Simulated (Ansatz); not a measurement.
# ZrInB in the AlB2 type: lattice stability ahead of a resistivity run, part 2 of 3

Question: is the lattice of ZrInB in the AlB2 type stable, and if so, what are its coupling constant and resistivity?

Ansatz 0.2.0; DFT PBEsol, scalar-relativistic, plane waves, PAW; PAW set soft_1.

So far. Step 2 (Rough relaxation): The largest force is now zero by symmetry and the largest stress component 0.18 GPa. Step 3 (Relaxation): The largest force is now zero by symmetry and the largest stress component 0.0051 GPa. The relaxed cell has a = 3.871, c = 3.722 Å (conventional setting).

The structure was built from a prototype and need not be the compound's stable phase.

## (4) Relaxing tightly for phonons

No force is left; the cell is relaxed once more with another smearing and tight thresholds.

File input.yaml:

```yaml
crystal:
  lattice:
    - [3.8710784637, -2.824e-06, 0.0]
    - [-1.9355367862, 3.3524537016, 0.0]
    - [0.0, 0.0, 3.7220185045]
  atoms:
    - { symbol: Zr, position: [0.0, 0.0, 0.0] }
    - { symbol: B, position: [0.3333333333, 0.6666666667, 0.5] }
    - { symbol: In, position: [0.6666666667, 0.3333333333, 0.5] }
kpoints:
  mp_grid: { grid: [9, 9, 8] }
hamiltonian:
  xc: pbesol
  pseudopotentials: { kind: paw, azcp: { folder: soft_1 }, xc_functional: pbe }
scf:
  occupations: { method: methfessel_paxton, width: 0.2 }
output:
  forces: true
  stress: true
  eigenvalues: true
relax:
  adjacent_minimum: "off"
  f_tol: 0.001
  max_steps: 60
  cell: { stress_tol: 0.01 }
```

Command:

```bash
$ ansatz run input.yaml --threads 4 --pin off --max-ram 12288MiB --backend cpu --events-out ev --progress --plain --runs-dir out
```

Numbers of over 12 decimals in the logs are rounded to 6 here.

Log:

```text
[the first part of the log is left out]
  E_paw        = -7123.063645  (= ΣΔE_a)
  E_vpaw       = -376.217310  (= ΣTr[D̂ρ^β])
  E_aug_tail   = 0.000114  (compensation charges beyond the density's cutoff)
  E_ewald      = -2412.981660
  E_core_change = 0.416335  (= ΣΔE_core)
  E_smearing   = 0.000387  (= −TS)
  E_closure    = 0.000000  (closes the sum)
  Σ components = -9806.621067   (vs F -9806.621067, Δ=0.00e0)
[...]
--- Stress (GPa, compression-positive) ---
        0.002297       0.000000       0.000000
       -0.000000       0.002297      -0.000000
        0.000000      -0.000000       0.001865
  P = ⅓ Tr σ = 0.0022 GPa (0.022 kbar)
--- Band table (eV; the first three rows and the last of 60) ---
[...]
--- Relaxed structure (3 steps of the walk, 3 accepted, 1 SCFs on fresh bases) ---
[...]
cell:  # Å, volume = 48.3008 Å³
    - [3.870673, -2.8237010101669974e-6, 0.0]
    - [-1.935334, 3.352103, 0.0]
    - [0.0, 0.0, 3.722636]
  atoms:
    - { symbol: Zr, position: [0, 0, 0.0] }
    - { symbol: B, position: [0.333333, 0.666667, 0.500000] }
    - { symbol: In, position: [0.666667, 0.333333, 0.500000] }
```

Elapsed: 6.7 s, on 4 threads of Arm Neoverse V1, shared host; peak memory 0.43 GiB; 24 s of CPU time.

Little changed from the start: no atom moved by 0.005 Å and no cell edge by 0.1 %.

This step gave:

```yaml
pressure: 0.002153 GPa
```

The largest force is now zero by symmetry and the largest stress component 0.0023 GPa, small enough for phonons.

## (5) Lattice stability: q 2×2×2, k 6×6×4

Before any scattering is computed, the phonons show whether the structure is a minimum.

File input.yaml:

```yaml
crystal:
  lattice:
    - [3.8706731571, -2.8237e-06, 0.0]
    - [-1.9353341331, 3.3521026956, 0.0]
    - [0.0, 0.0, 3.7226357473]
  atoms:
    - { symbol: Zr, position: [0.0, 0.0, 0.0] }
    - { symbol: B, position: [0.3333333333, 0.6666666667, 0.5] }
    - { symbol: In, position: [0.6666666667, 0.3333333333, 0.5] }
kpoints:
  mp_grid: { grid: [6, 6, 4] }
hamiltonian:
  xc: pbesol
  pseudopotentials: { kind: paw, azcp: { folder: soft_1 }, xc_functional: pbe }
scf:
  occupations: { method: methfessel_paxton, width: 0.2 }
output:
  eigenvalues: true
phonons:
  method: dfpt
  qmesh: [2, 2, 2]
  temperatures: { t_max: 1000, t_step: 50 }
  qpath:
    path:
      - [[0.0, 0.0, 0.0], [0.5, 0.0, 0.0], [0.33333333, 0.33333333, 0.0], [0.0, 0.0, 0.0], [0.0, 0.0, 0.5], [0.5, 0.0, 0.5], [0.33333333, 0.33333333, 0.5], [0.0, 0.0, 0.5]]
      - [[0.5, 0.0, 0.5], [0.5, 0.0, 0.0]]
      - [[0.33333333, 0.33333333, 0.5], [0.33333333, 0.33333333, 0.0]]
    npoints: 10
```

Log:

```text
Warning: phonons: the dynamical matrix that this run interpolates holds no multipole term above the dipole-dipole one, and a site of this crystal is no centre of inversion, so its interpolated transverse optical and acoustic branches and sound speeds can stay off near Gamma, and the density of states and the thermodynamics with them. What a run solves at a wave vector of phonons.qpoints, Gamma apart, where the deck admits one, is free of this, and under fd what a larger phonons.supercell samples
[...]
Crystal: 3 atoms, lattice volume = 48.301 Å³
Basis set: ecut = 420 eV, 937 PW (Γ), exchange–correlation on 54×54×50 points (8 copies of the dense FFT grid, shifted against one another)
Bands: 18, of which v1, the nominal top of the filled ones, is band 14 counted from 1 (13 counted from 0)
Symmetry: 12 space group operations
k-points: 21 of 144 (time reversal used)
[...]
SCF iter   1: F=—  HF=-9807.231369 eV  |F-HF|=—  |Δ(HF+E_count)|=         —  Δρ=4.83e-2  dr2=1.85e0  ethr=3.10e-3  ⟨swp⟩=5.0  Hψ=1682  notcnv=0
[...]
SCF iter   9: F=-9806.611245 eV  HF=-9806.611245 eV  |F-HF|=5.46e-12  |Δ(HF+E_count)|=  1.09e-11  S|Δr|=    0.00e0  Δρ=6.41e-8  dr2=1.62e-12  ethr=1.00e-12  ⟨swp⟩=5.0  Hψ=1624  notcnv=0
SCF 1 converged in 9 iterations: F = -9806.611245 eV  dr2 = 1.62e-12
[...]
SCF iter   1: F=—  HF=-9806.611247 eV  |F-HF|=—  |Δ(HF+E_count)|=         —  Δρ=3.80e-7  dr2=5.31e-11  ethr=5.42e-8  ⟨swp⟩=3.0  Hψ=2966  notcnv=0
eigensolver tolerance schedule: the retry pair's looser diagonalisation over-reported the residual by 285906.82 of it (diagonalisation noise at an unbounded share of the residual, at the tolerance the schedule requests for it); recorded, not acted on — ethr = c·dr2/N_el stays at c = 1.0e-1
[...]
SCF iter   2: F=—  HF=-9806.611245 eV  |F-HF|=—  |Δ(HF+E_count)|=   1.80e-6  S|Δr|=    0.00e0  Δρ=2.29e-7  dr2=2.51e-11  ethr=1.00e-12  ⟨swp⟩=3.0  Hψ=863  notcnv=0
SCF iter   3: F=-9806.611245 eV  HF=-9806.611245 eV  |F-HF|=1.82e-12  |Δ(HF+E_count)|=  5.46e-12  S|Δr|=    0.00e0  Δρ=1.33e-7  dr2=7.69e-12  ethr=1.00e-12  ⟨swp⟩=1.5  Hψ=898  notcnv=0
SCF 2 converged in 3 iterations: F = -9806.611245 eV  dr2 = 7.69e-12
phonons: the bands overlap, so this run is a metal and interpolates without the dipole-dipole term. If the crystal is really an insulator or semiconductor, its LO-TO splitting is missing
NSCF: frozen V_eff on 21 k-points
[...]
DFPT response loops at q = (0, 0, 0) (fractional): preconditioner auto → Kerker (q_TF=auto, 2.491 Å⁻¹) (partly filled bands, converged f_vac=0.000); β = 1.00, the filter's whole step (`scf.mixing.beta` (0.50) is not read by the response loops under this deck's `scf.mixing.preconditioner`; to damp them name `kerker` or `kerker_dos`, under which they read `scf.mixing.beta`, and type it under 1.00, their step now; both keys bind the ground state too); Broyden in place of MSR1
[...]
SCF converged after 9 iterations
Stability not checked: this state was not tested for a lower state beside it, because cold or Methfessel-Paxton smearing, or corrected tetrahedra, fill the levels in a way that the test cannot read (fill_not_monotonic; see scf.lower_state_search)
Free energy (F): -9806.611245 eV
[...]
Internal energy: -9806.613077 eV  (E = F + TS)
E sigma→0 (E₀):  -9806.611703 eV
Entropy (-TS):   0.001831 eV (0.610 meV/atom)
Fermi energy:    14.630250 eV
[...]
--- Band table (eV; the first three rows and the last of 21) ---
  k-point 0: bands = [... 10 lower, 12.2050, 12.2050, 12.8189, 13.4932, 15.7936, 15.9087, 15.9087, 17.3337]
  k-point 1: bands = [... 10 lower, 10.4298, 12.8404, 12.8404, 14.6248, 14.6248, 14.8430, 16.4906, 16.8847]
  k-point 2: bands = [... 10 lower, 8.4695, 13.8453, 13.8453, 14.6179, 14.6179, 14.7395, 14.7395, 16.3554]
  k-point 20: bands = [... 10 lower, 7.3521, 10.5429, 11.7777, 11.8604, 16.7080, 17.0521, 18.0120, 18.0702]
--- Phonons (Γ-DFPT): 6 representative perturbations + reference (Σ response iterations 18) ---
  ASR residual: 5.338e-5 → 0.000e0 eV/Å²; symmetrization residual: 5.471e-6 eV/Å²
  ASR residual per site (eV/Å²): 5.34e-5 2.29e-5 1.84e-5
  Γ frequencies (cm⁻¹): -201.62 0.00 0.00 0.00 182.90 182.90 199.67 485.55 485.55
--- Phonons (arbitrary-q DFPT): 4 irreducible q on the 2×2×2 mesh ---
  q = [0.0000, 0.0000, 0.0000] (star 1, of the zone-centre solve; hermiticity 6.67e-7, symmetrization 1.70e-8): -201.62 -0.00 0.00 0.00 182.90 182.90 199.67 485.55 485.55
  q = [0.0000, 0.0000, -0.5000] (star 1, 6 solved perturbations in 243 linear systems a pass and spin channel, the states on 60 of 144 k-point pairs; hermiticity 6.70e-7, symmetrization 2.97e-8): 114.74 132.12 132.12 150.16 150.16 171.33 184.81 533.17 533.17
[...]
sum rule: each row above includes the acoustic sum rule's correction from the zone centre's row sums; it moved no ω² by more than (0.76 cm⁻¹)²
  mesh force constants: q→R imaginary residual 1.97e-17; ASR residual 5.338e-5 → 0.000e0 eV/Å²; symmetrization residual 1.421e-14 eV/Å²
  interpolated dispersion: 93 rows × 9 modes
  density of states and harmonic sums: on the 18×18×18 q-mesh, interpolated from the force constants of a 2×2×2 supercell (no non-analytic term)
  largest difference from the sums on the solved wave vectors: F 1.50e-1 eV, S 2.00e-4 and C_V 5.18e-5 eV/K
  zero-point energy: 0.126849 eV/cell   skipped modes (ω ≤ 0): 391, of them read as no rigid motion or as one in doubt: 388 (1.048e0 modes/cell left out, lowest -201.62 cm⁻¹)   left out of the sums: 1.17e-1 of the cell's modes: C_V's classical limit lies that fraction below 3 k_B per atom; for a crystal, a wire or a layer, F and S can be off by more, and a phonons.interpolated_qmesh denser along its periods is the remedy for the sampling
```

Run time: 41 s. Hardware: 4 threads; peak memory 0.56 GiB; 2.6 min of CPU time.

In the SCF lines HF is the Harris–Foulkes energy and dr2 the Hartree energy of the density residual, in eV; the loop may stop once dr2 is under the threshold and the program's other checks hold. Hψ counts applications of the Hamiltonian.

Numbers from this step:

* share of imaginary modes in the plain interpolation between solved wavevectors: 0.1176
* highest frequency, solved or plainly interpolated: 590 cm⁻¹

Solved on the 2×2×2 mesh alone; all other wavevectors are interpolated. The phonon branches at the labelled points (cm⁻¹):

| point | branch 1 | branch 2 | branch 3 | branch 4 | branch 5 | branch 6 | branch 7 | branch 8 | branch 9 |
| --- | --- | --- | --- | --- | --- | --- | --- | --- | --- |
| Γ | -202 | 0 | 0 | 0 | 183 | 183 | 200 | 486 | 486 |
| halfway | -161 | -38 | 87 | 99 | 197 | 200 | 205 | 525 | 533 |
| M | -106 | -37 | 128 | 143 | 198 | 206 | 213 | 561 | 580 |
| halfway | -94 | 58 | 132 | 141 | 177 | 196 | 234 | 565 | 585 |
| K | -80 | 98 | 137 | 139 | 157 | 194 | 243 | 570 | 590 |
| halfway | -149 | 24 | 98 | 102 | 191 | 200 | 216 | 533 | 545 |
| Γ | -202 | 0 | 0 | 0 | 183 | 183 | 200 | 486 | 486 |
| halfway | -108 | 79 | 79 | 110 | 175 | 175 | 194 | 510 | 510 |
| A | 115 | 132 | 132 | 150 | 150 | 171 | 185 | 533 | 533 |
| halfway | -48 | 124 | 131 | 159 | 171 | 205 | 215 | 550 | 551 |
| L | -97 | 118 | 130 | 159 | 167 | 229 | 252 | 566 | 568 |
| halfway | -81 | 54 | 113 | 182 | 198 | 227 | 247 | 561 | 576 |
| H | -30 | 29 | 37 | 208 | 213 | 222 | 240 | 560 | 580 |
| halfway | -58 | 93 | 140 | 161 | 188 | 208 | 220 | 551 | 558 |
| A | 115 | 132 | 132 | 150 | 150 | 171 | 185 | 533 | 533 |
| jump to L | -97 | 118 | 130 | 159 | 167 | 229 | 252 | 566 | 568 |
| halfway | -88 | 74 | 125 | 156 | 193 | 193 | 242 | 564 | 573 |
| M | -106 | -37 | 128 | 143 | 198 | 206 | 213 | 561 | 580 |
| jump to H | -30 | 29 | 37 | 208 | 213 | 222 | 240 | 560 | 580 |
| halfway | -54 | 81 | 82 | 163 | 196 | 224 | 233 | 565 | 585 |
| K | -80 | 98 | 137 | 139 | 157 | 194 | 243 | 570 | 590 |

The phonon branches as a text plot (rows in cm⁻¹):

```
    574 |    **********               ***********    ************
    541 |   ***       ***       ******          *****
    508 | **            ***  ***
    475 |*                 **
    442 |
    409 |
    376 |
    343 |
    310 |
    277 |
    244 |        ******               **********     ****  ******
    211 |********** ***********     ****   ********   * *********
    178 |***     **************************    ************ *****
    145 |     ********         ***********      ******** **   * *
    112 |   ****   *  **        *** *******    * **********   ***
     79 |  **     * *** **   ****  *      ** ** *      *     **
     46 | *      *        *  *              * **  *     *  **
     13 |*             *   **       *      *
    -20 |***    *       ***                 **   *       ****
    -53 |   ****               *     *     * ** *            **
    -86 |        *****                *****    *     *****     **
   -119 |    ****     *                                   *
   -152 |   *          **    **
   -185 |***             ****
         Γ     M   K       Γ     A      L   H      A|L   M|H    K
```

Among the solved wavevectors the lowest mode, translations apart, is -202 cm⁻¹, imaginary.

## (6) Phonons: q 3×3×2, k 6×6×6

An imaginary mode on so few k-points may come from the sampling, so the phonons are repeated with another q and k mesh.

input.yaml, as its differences from that of step 5:

```diff
@@ -10,3 +10,3 @@
 kpoints:
-  mp_grid: { grid: [6, 6, 4] }
+  mp_grid: { grid: [6, 6, 6] }
 hamiltonian:
@@ -20,3 +20,3 @@
   method: dfpt
-  qmesh: [2, 2, 2]
+  qmesh: [3, 3, 2]
   temperatures: { t_max: 1000, t_step: 50 }
```

Log:

```text
[...]
Crystal: 3 atoms, lattice volume = 48.301 Å³
Basis set: ecut = 420 eV, 937 PW (Γ), exchange–correlation on 54×54×50 points (8 copies of the dense FFT grid, shifted against one another)
Bands: 18, of which v1, the nominal top of the filled ones, is band 14 counted from 1 (13 counted from 0)
Symmetry: 12 space group operations
k-points: 28 of 216 (time reversal used)
[...]
SCF iter   1: F=—  HF=-9807.245263 eV  |F-HF|=—  |Δ(HF+E_count)|=         —  Δρ=4.84e-2  dr2=1.86e0  ethr=3.10e-3  ⟨swp⟩=5.0  Hψ=2222  notcnv=0
[...]
SCF iter   9: F=-9806.618884 eV  HF=-9806.618884 eV  |F-HF|=1.82e-12  |Δ(HF+E_count)|=  9.09e-12  S|Δr|=    0.00e0  Δρ=6.73e-8  dr2=1.20e-12  ethr=1.00e-12  ⟨swp⟩=5.0  Hψ=2178  notcnv=0
SCF 1 converged in 9 iterations: F = -9806.618884 eV  dr2 = 1.20e-12
[...]
SCF iter   3: F=-9806.618884 eV  HF=-9806.618884 eV  |F-HF|=7.28e-12  |Δ(HF+E_count)|=  7.28e-12  S|Δr|=    0.00e0  Δρ=1.24e-7  dr2=7.23e-12  ethr=1.00e-12  ⟨swp⟩=1.6  Hψ=1199  notcnv=0
SCF 2 converged in 3 iterations: F = -9806.618884 eV  dr2 = 7.23e-12
[...]
SCF converged after 9 iterations
[...]
Free energy (F): -9806.618884 eV
[...]
Internal energy: -9806.618883 eV  (E = F + TS)
E sigma→0 (E₀):  -9806.618884 eV
Entropy (-TS):   -0.000001 eV (-0.000 meV/atom)
Fermi energy:    14.273436 eV
[...]
--- Band table (eV; the first three rows and the last of 28) ---
  k-point 0: bands = [... 10 lower, 12.2057, 12.2057, 12.8220, 13.4958, 15.7948, 15.9124, 15.9124, 17.3359]
  k-point 1: bands = [... 10 lower, 11.4260, 12.4924, 12.4924, 14.2637, 15.1087, 15.1087, 16.1788, 17.3817]
  k-point 2: bands = [... 10 lower, 9.4927, 13.3054, 13.3054, 14.2706, 14.2706, 15.5187, 16.1790, 16.1790]
  k-point 27: bands = [... 10 lower, 7.3491, 10.5427, 11.7828, 11.8585, 16.7119, 17.0559, 18.0157, 18.0722]
[...]
ASR residual: 6.546e-5 → 0.000e0 eV/Å²; symmetrization residual: 6.825e-6 eV/Å²
  ASR residual per site (eV/Å²): 6.55e-5 5.77e-6 2.71e-5
  Γ frequencies (cm⁻¹): -196.78 0.00 0.00 0.00 199.88 199.88 217.60 535.45 535.45
--- Phonons (arbitrary-q DFPT): 6 irreducible q on the 3×3×2 mesh ---
[...]
interpolated dispersion: 93 rows × 9 modes
[...]
```

Wall time 1.7 min (4 threads); peak memory 0.66 GiB; 6.5 min of CPU time.

Numbers from this step:

```yaml
share_of_imaginary_modes_in_the_plain_interpolation_between_solved_wavevectors: 0.103
highest_frequency_solved_or_plainly_interpolated: 587.4 cm⁻¹
```

Solved on the 3×3×2 mesh alone; all other wavevectors are interpolated. Phonon branches along the path, in cm⁻¹:

| point | branch 1 | branch 2 | branch 3 | branch 4 | branch 5 | branch 6 | branch 7 | branch 8 | branch 9 |
| --- | --- | --- | --- | --- | --- | --- | --- | --- | --- |
| Γ | -197 | 0 | 0 | 0 | 200 | 200 | 218 | 536 | 536 |
| halfway | -146 | 17 | 87 | 110 | 203 | 206 | 208 | 554 | 566 |
| M | -89 | -32 | 126 | 148 | 196 | 206 | 215 | 561 | 583 |
| halfway | -92 | 58 | 130 | 142 | 178 | 194 | 231 | 550 | 586 |
| K | -94 | 102 | 135 | 137 | 152 | 192 | 238 | 541 | 587 |
| halfway | -133 | 46 | 98 | 111 | 195 | 206 | 217 | 554 | 572 |
| Γ | -197 | 0 | 0 | 0 | 200 | 200 | 218 | 536 | 536 |
| halfway | -93 | 78 | 78 | 112 | 186 | 186 | 212 | 541 | 541 |
| A | 122 | 132 | 132 | 156 | 156 | 190 | 194 | 547 | 547 |
| halfway | 42 | 127 | 131 | 167 | 177 | 205 | 220 | 556 | 559 |
| L | -87 | 116 | 129 | 164 | 169 | 226 | 253 | 563 | 570 |
| halfway | -80 | 57 | 105 | 180 | 202 | 225 | 248 | 554 | 579 |
| H | -50 | -19 | -9 | 206 | 212 | 225 | 241 | 550 | 584 |
| halfway | 19 | 96 | 143 | 160 | 198 | 204 | 224 | 554 | 565 |
| A | 122 | 132 | 132 | 156 | 156 | 190 | 194 | 547 | 547 |
| jump to L | -87 | 116 | 129 | 164 | 169 | 226 | 253 | 563 | 570 |
| halfway | -71 | 76 | 126 | 154 | 194 | 194 | 243 | 566 | 573 |
| M | -89 | -32 | 126 | 148 | 196 | 206 | 215 | 561 | 583 |
| jump to H | -50 | -19 | -9 | 206 | 212 | 225 | 241 | 550 | 584 |
| halfway | -74 | 75 | 81 | 165 | 194 | 223 | 230 | 546 | 586 |
| K | -94 | 102 | 135 | 137 | 152 | 192 | 238 | 541 | 587 |

The phonon branches as a text plot (rows in cm⁻¹):

```
    571 |  **************           **************   ************
    538 |****    ********************      **********      ******
    506 |
    473 |
    440 |
    408 |
    375 |
    342 |
    310 |
    277 |
    244 |        ******               **********     ****  ******
    212 |********     ************  ***************  ** ********
    179 |        *******     **************   ** ********** *****
    146 |    ********          * ******  *      ******** **   * *
    114 |   ****** * ****       ********* *    * **********    **
     81 |  **     * *** **   ***    *    ***  * * *    *     **
     48 | *      *     ****  **      *       *** *      *   **
     16 |****            ****              ***  *        * *
    -17 |    ****              *            *             **
    -50 |                             *     ** *           **
    -82 |      *******                 *****  *      ******  ****
   -115 |    **       *
   -148 |  **          **    **
   -180 |**              ****
         Γ     M   K       Γ     A      L   H      A|L   M|H    K
```

The modes has structure finer than the step of the table below, so its rows give means over 20 cm⁻¹, whole bins alone (the curve runs from -207 to 615 cm⁻¹). Peaks (cm⁻¹: height): B -77.6: 0.00904, 552.9: 0.0582; In -72.4: 0.00543, 118.8: 0.0159, 160.1: 0.0146, 201.5: 0.0192, 558.1: 0.00307; Zr -72.4: 0.00861, 201.5: 0.0318.

Phonopy on the run's constants, 17x17x15 mesh, Gaussian sigma 5.9 cm⁻¹. Table of modes by wavenumber; means over each step; values in 1/cm⁻¹/cell:

| wavenumber (cm⁻¹) | B | In | Zr |
| --- | --- | --- | --- |
| -180 | 7.3e-4 | 5.2e-5 | 4.2e-6 |
| -160 | 0.00130 | 1.1e-4 | 1.4e-5 |
| -140 | 0.00177 | 1.7e-4 | 3.7e-5 |
| -120 | 0.00284 | 3.1e-4 | 1.1e-4 |
| -100 | 0.00605 | 7.0e-4 | 6.6e-4 |
| -80 | 0.00869 | 0.00345 | 0.00548 |
| -60 | 0.00331 | 0.00270 | 0.00411 |
| -40 | 4.3e-4 | 7.6e-4 | 8.6e-4 |
| -20 | 2.0e-4 | 6.5e-4 | 5.6e-4 |
| 0 | 6.7e-5 | 4.1e-4 | 3.2e-4 |
| 20 | 3.4e-4 | 0.00209 | 0.00159 |
| 40 | 7.4e-4 | 0.00483 | 0.00357 |
| 60 | 0.00141 | 0.00814 | 0.00584 |
| 80 | 0.00223 | 0.0103 | 0.00741 |
| 100 | 0.00293 | 0.0123 | 0.00817 |
| 120 | 0.00406 | 0.0152 | 0.00902 |
| 140 | 0.00255 | 0.0114 | 0.00782 |
| 160 | 0.00437 | 0.0131 | 0.0118 |
| 180 | 0.00369 | 0.0123 | 0.0221 |
| 200 | 0.00369 | 0.0177 | 0.0291 |
| 220 | 0.00322 | 0.0158 | 0.0200 |
| 240 | 5.7e-4 | 0.0111 | 0.0102 |
| 260 | 2.4e-5 | 0.00123 | 0.00115 |
| 280 | 0 | 9.5e-7 | 9.5e-7 |
| 300 | 0 | 0 | 0 |
| 320 | 0 | 0 | 0 |
| 340 | 0 | 0 | 0 |
| 360 | 0 | 0 | 0 |
| 380 | 0 | 0 | 0 |
| 400 | 0 | 0 | 0 |
| 420 | 0 | 0 | 0 |
| 440 | 0 | 0 | 0 |
| 460 | 0 | 0 | 0 |
| 480 | 0 | 0 | 0 |
| 500 | 0 | 0 | 0 |
| 520 | 2.3e-4 | 1.6e-5 | 0 |
| 540 | 0.0188 | 0.00101 | 1.8e-5 |
| 560 | 0.0474 | 0.00259 | 3.8e-5 |
| 580 | 0.0259 | 0.00153 | 1.5e-5 |
| 600 | 0.00233 | 1.5e-4 | 1.0e-6 |

No LO-TO term; unit eigenvectors of the mass-weighted matrix. Modes at Γ, with each element's share of the kinetic energy (negative means imaginary):

| mode | frequency (cm⁻¹) | symmetry | Zr % | B % | In % |
| --- | --- | --- | --- | --- | --- |
| 1 | -196.8 | A2'' | 0 | 94 | 6 |
| 2 | 0.0 | unnamed | 42 | 5 | 53 |
| 3 | 0.0 | unnamed | 42 | 5 | 53 |
| 4 | 0.0 | unnamed | 42 | 5 | 53 |
| 5 | 199.9 | E' | 58 | 3 | 39 |
| 6 | 199.9 | E' | 58 | 3 | 39 |
| 7 | 217.6 | A2'' | 58 | 1 | 41 |
| 8 | 535.5 | E' | 0 | 92 | 8 |
| 9 | 535.5 | E' | 0 | 92 | 8 |

Displacements in mode 1 (-196.8 cm⁻¹), the largest set to 1:
```
Zr1  0.00  0.00 -0.02
B2   0.00  0.00  1.00
In3  0.00  0.00 -0.08
```

Displacements in mode 5 (199.9 cm⁻¹), the largest set to 1:
```
Zr1  0.00  1.00  0.00
B2   0.00 -0.65  0.00
In3  0.00 -0.73  0.00
```

Among the solved wavevectors the lowest mode, translations apart, is -197 cm⁻¹, imaginary.

(Continued in part 3 of 3.)

[Logs are printed without paths, hosts, clocks, repeated set-up lines and the standing remarks that a program may print on its own settings, such as how far it seeks lower states.]

[Hosts, paths, dates, database ids (printed as entryN), source tags and the programs' standing remarks are cut or masked in the printed files.]
